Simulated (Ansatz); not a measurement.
Planning a run of Ansatz 0.2.0 on Diamond (Fd-3m, 2 atoms a cell). The input:

```yaml
crystal:
  lattice:
    - [0.0, 1.78337, 1.78337]
    - [1.78337, 0.0, 1.78337]
    - [1.78337, 1.78337, 0.0]
  atoms:
    - { symbol: C, position: [0.0, 0.0, 0.0] }
    - { symbol: C, position: [0.25, 0.25, 0.25] }
kpoints:
  mp_grid: { grid: [10, 10, 10] }
hamiltonian:
  xc: pbe
  pseudopotentials: { kind: paw, azcp: { folder: soft_1 } }
scf:
  occupations: { method: fixed }
gw:
  n_empty_bands: 47
  ecut_chi: 150.0
  qp_bands: [v2, c2]
  qp_kpoints: band_edges
  screening: { model: contour_deformation }
```

```sh
ansatz run input.yaml --threads 3 --pin off --max-ram 92160MiB --backend cuda --events-out ev --progress --plain --runs-dir out --devices 1 --max-vram 13GiB
```

Estimate wall time and host memory on 1 × NVIDIA H100 80GB HBM3 (shared by 6 runs) with 3 threads of AMD EPYC 7R13 (Zen 3), shared host.

It took 55 s; on shared hardware allow 27 s to 1.8 min. Peak host memory was 0.97 GiB. The sizes that set the cost: 229 plane waves a state, 47 irreducible k points, 51 bands summed, 59 plane waves in the screening and 5 SCF cycles.

The screening grows as filled bands × empty bands × pairs of k points, times the square of the screening basis for the matrix.

[Paths, hosts, dates, memory and timing lines, banners, echoed tables and standing remarks are left out of the program output.]

[Logs are printed without paths, hosts, clocks, repeated set-up lines and the standing remarks that a program may print on its own settings, such as how far it seeks lower states.]

[Runs of the session that timed out or met a known fault of the program may be left out.]

[Cells called generated may have been cut or substituted from an entry of the Crystallography Open Database or the Materials Project.]

[Hosts, paths, dates, database ids (printed as entryN), source tags and the programs' standing remarks are cut or masked in the printed files.]
